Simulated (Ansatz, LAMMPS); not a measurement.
# Forces and charges in Li+ triflate in gamma-butyrolactone and sulfolane and fluoroethylene carbonate at 330 K (233 atoms), part 2 of 2

Aim: energy, forces, charges and density of states of Li+ triflate in gamma-butyrolactone and sulfolane and fluoroethylene carbonate at 330 K (233 atoms) at a fixed geometry.

Ansatz 0.2.0; Kohn-Sham DFT, LDA, PAW (set soft_2), plane waves.

The cell: 45 O, 9 S, 65 C, 101 H, 11 F and 2 Li. The network of contacts between molecules at the start is that of the classical potential that made the cell. The functional has no dispersion term. The density was typed from a rule of thumb and may lie off the real one at this temperature. The Brillouin zone is sampled at Γ only, in a cell whose shortest periodic width is 14 Å.

So far. Step 3 (Plane-wave single point): Electrostatic potential energy in the ac plane at fractional y = 0.033, with atoms of C and H and O and F and Li within 0.2 Å of it. With pseudopotentials it is smooth inside the atoms' cores, unlike the true potential.

**4. Distances and neighbours**

Bonds and neighbours are counted at the geometry of the runs.

Density 1.34 g/cm³, 11.28 Å³ an atom.

g(r), total and by pair (bins of 0.2 Å):

| r (Å) | total | H-H | H-C | H-O | H-F | H-S | H-Li |
| --- | --- | --- | --- | --- | --- | --- | --- |
| 1.00 | 1.83 | 0.00 | 7.60 | 0.00 | 0.00 | 0.00 | 0.00 |
| 1.20 | 1.68 | 0.00 | 5.90 | 0.00 | 0.00 | 0.00 | 0.00 |
| 1.40 | 1.48 | 0.00 | 0.00 | 0.00 | 0.00 | 0.00 | 0.00 |
| 1.60 | 0.43 | 0.15 | 0.00 | 0.00 | 0.00 | 0.00 | 0.00 |
| 1.80 | 0.73 | 2.80 | 0.00 | 0.00 | 0.00 | 0.00 | 0.00 |
| 2.00 | 0.48 | 0.16 | 0.71 | 0.99 | 1.17 | 0.00 | 0.00 |
| 2.20 | 1.72 | 0.73 | 4.37 | 0.49 | 0.56 | 1.36 | 0.00 |
| 2.40 | 1.03 | 1.87 | 0.00 | 0.67 | 0.67 | 4.25 | 0.00 |
| 2.60 | 1.11 | 1.71 | 0.30 | 1.52 | 1.69 | 0.18 | 0.00 |
| 2.80 | 0.77 | 1.00 | 0.73 | 1.55 | 1.19 | 0.42 | 0.62 |
| 3.00 | 0.82 | 1.26 | 0.82 | 1.19 | 0.64 | 1.15 | 0.00 |
| 3.20 | 0.83 | 0.54 | 0.96 | 1.27 | 1.01 | 0.80 | 0.50 |
| 3.40 | 0.96 | 0.53 | 1.19 | 1.19 | 0.64 | 1.40 | 1.34 |
| 3.60 | 0.80 | 0.54 | 0.74 | 0.93 | 0.80 | 2.66 | 2.00 |
| 3.80 | 0.89 | 1.12 | 0.78 | 0.81 | 0.86 | 0.88 | 0.72 |
| 4.00 | 0.91 | 0.94 | 0.73 | 1.06 | 1.29 | 0.66 | 0.98 |
| 4.20 | 1.00 | 1.01 | 0.79 | 1.03 | 1.23 | 1.31 | 0.88 |
| 4.40 | 0.96 | 0.89 | 0.88 | 1.27 | 0.97 | 0.65 | 1.62 |
| 4.60 | 0.93 | 0.79 | 0.93 | 0.97 | 1.06 | 0.66 | 1.21 |
| 4.80 | 0.98 | 0.89 | 0.96 | 0.96 | 1.27 | 0.94 | 1.13 |
| 5.00 | 0.97 | 1.15 | 1.01 | 0.84 | 0.94 | 0.73 | 1.22 |
| 5.20 | 1.07 | 1.03 | 0.96 | 1.15 | 0.76 | 0.85 | 1.53 |
| 5.40 | 1.10 | 0.99 | 1.03 | 1.09 | 0.97 | 1.19 | 1.42 |
| 5.60 | 1.07 | 0.98 | 0.99 | 0.95 | 1.04 | 0.91 | 1.16 |
| 5.80 | 1.14 | 1.05 | 1.19 | 0.96 | 1.29 | 1.14 | 1.23 |
| 6.00 | 1.04 | 1.02 | 1.16 | 0.87 | 0.93 | 1.06 | 1.01 |
| 6.20 | 1.08 | 1.02 | 1.12 | 1.10 | 1.25 | 0.93 | 1.21 |
| 6.40 | 1.04 | 1.07 | 1.10 | 0.98 | 1.06 | 1.17 | 1.14 |

Bonds by pair of elements; cutoffs follow the first minimum of g(r), held within bounds set by covalent radii, and pairs that aren't listed don't count as bonded:

| pair A-B | cutoff (Å) | bonds | mean length (Å) | spread (Å) | shortest (Å) | B about A | A about B |
| --- | --- | --- | --- | --- | --- | --- | --- |
| H-C | 1.34 | 101 | 1.09 | 0.03 | 1.00 | 1 | 1.55 |
| C-C | 1.85 | 41 | 1.51 | 0.036 | 1.44 | 1.26 | 1.26 |
| C-O | 1.73 | 40 | 1.35 | 0.086 | 1.19 | 0.615 | 0.889 |
| C-F | 1.62 | 11 | 1.36 | 0.019 | 1.33 | 0.169 | 1 |
| C-S | 2.21 | 16 | 1.78 | 0.037 | 1.71 | 0.246 | 1.78 |
| O-S | 1.88 | 20 | 1.45 | 0.023 | 1.40 | 0.444 | 2.22 |
| O-Li | 2.58 | 9 | 2.02 | 0.097 | 1.89 | 0.2 | 4.5 |

How many atoms have how many bonded neighbours:

| element | mean | 1 | 2 | 3 | 4 | 5 |
| --- | --- | --- | --- | --- | --- | --- |
| C | 3.85 | 0 | 0 | 10 | 55 | 0 |
| F | 1 | 11 | 0 | 0 | 0 | 0 |
| H | 1 | 101 | 0 | 0 | 0 | 0 |
| Li | 4.5 | 0 | 0 | 0 | 1 | 1 |
| O | 1.53 | 21 | 24 | 0 | 0 | 0 |
| S | 4 | 0 | 0 | 0 | 9 | 0 |

Bond angles (no mean is given where the spread exceeds 20°):

| angle | count | mean (°) | spread (°) |
| --- | --- | --- | --- |
| C-C-H | 149 | 111 | 3.7 |
| H-C-H | 48 | 110 | 4.2 |
| C-S-O | 34 | 108 | 2.5 |
| H-C-S | 28 | 108 | 5 |
| H-C-O | 25 | 110 | 4.7 |

Bond length by coordination (bonds to H left out):

| element | coordination | atoms | mean bond length (Å) |
| --- | --- | --- | --- |
| C | 3 | 10 | 1.34 |
| C | 4 | 55 | 1.53 |
| Li | 4 | 1 | 1.98 |
| Li | 5 | 1 | 2.05 |
| O | 1 | 21 | 1.38 |
| O | 2 | 24 | 1.50 |

Rings of the network by King's shortest-path rule, up to 12 atoms, one path for each pair of neighbours; H, halogens, alkali and alkaline-earth atoms are left out, and the last column divides by all other atoms, bonded or not:

| ring size (atoms) | rings | per network atom |
| --- | --- | --- |
| 5 | 17 | 0.143 |

Counting bonds as in the table, 85 % of C atoms have 4, all F atoms have 1, all H atoms have 1 and 50 % of Li atoms have 4 and as many 5 bonded neighbours. The C-C-H angle averages 111° with a spread of 4°. All rings counted have 5 atoms.

Local excerpt of 11 atoms (numbers count through the whole input) about S92, which bears the longest force; x, y, z are measured from there.

| atom | x | y | z | distance (Å) | bonds | Löwdin charge (e) | Fx | Fy | Fz (eV/Å) |
| --- | --- | --- | --- | --- | --- | --- | --- | --- | --- |
| S92 | 0.00 | 0.00 | 0.00 | 0.00 | 4 | 2.08 | 0.21 | -4.48 | -3.05 |
| O91 | -0.08 | 1.25 | 0.63 | 1.40 | 1 | -0.74 | 0.38 | 2.72 | 2.17 |
| O93 | 0.82 | -1.14 | 0.43 | 1.47 | 1 | -0.74 | -0.60 | 1.45 | 0.54 |
| C94 | -1.70 | -0.59 | -0.26 | 1.82 | 4 | -0.49 | 1.44 | -0.97 | -1.90 |
| C97 | 0.37 | 0.25 | -1.77 | 1.82 | 4 | -0.48 | 0.42 | 0.67 | -0.45 |
| H99 | -2.30 | -0.22 | 0.50 | 2.37 | 1 | 0.23 | -1.24 | 0.57 | 2.04 |
| H98 | -1.63 | -1.70 | -0.29 | 2.38 | 1 | 0.22 | -0.12 | 0.42 | 0.28 |
| H105 | 0.54 | 1.35 | -1.91 | 2.40 | 1 | 0.20 | -0.68 | -0.36 | 0.16 |
| H104 | 1.35 | -0.16 | -2.13 | 2.53 | 1 | 0.22 | -0.61 | -0.28 | 0.69 |
| C95 | -2.10 | -0.09 | -1.62 | 2.65 | 4 | -0.30 | 1.37 | -2.76 | -0.27 |
| C96 | -0.82 | -0.33 | -2.51 | 2.66 | 4 | -0.29 | -1.14 | 1.10 | 0.67 |

The column of bonds counts only the pairs H-C within 1.34 Å, C-C within 1.85 Å, C-O within 1.73 Å, C-F within 1.62 Å, C-S within 2.21 Å, O-S within 1.88 Å, O-Li within 2.58 Å; other neighbours, such as metal atoms beside each other in a compound, aren't counted, and periodic images can show an atom twice.

**5. Results**

```yaml
free_energy_per_atom: -254.4436 eV/atom
pressure: -0.3874 GPa
r_m_s_force_component: 1.026 eV/Å
spacing_of_highest_filled_and_lowest_empty_level: 3.659 eV
wall_time_of_the_1_dft_run: 59 s
```

Filled and empty levels are parted by 3.66 eV (at Γ alone); a local or semilocal functional tends to put such gaps too low. In a disordered cell it changes from sample to sample and from frame to frame. Counting bonds as in the table, 85 % of C atoms have 4, all F atoms have 1, all H atoms have 1 and 50 % of Li atoms have 4 and as many 5 bonded neighbours.

**Limits.** The force components of 1.0 eV/Å r.m.s. hold both thermal displacement and the mismatch between the potential that made the cell and DFT, above all in bond lengths inside molecules. The pressure of a single frame lacks the kinetic term.

[Logs are printed without paths, hosts, clocks, repeated set-up lines and the standing remarks that a program may print on its own settings, such as how far it seeks lower states.]

[Hosts, paths, dates, database ids (printed as entryN), source tags and the programs' standing remarks are cut or masked in the printed files.]
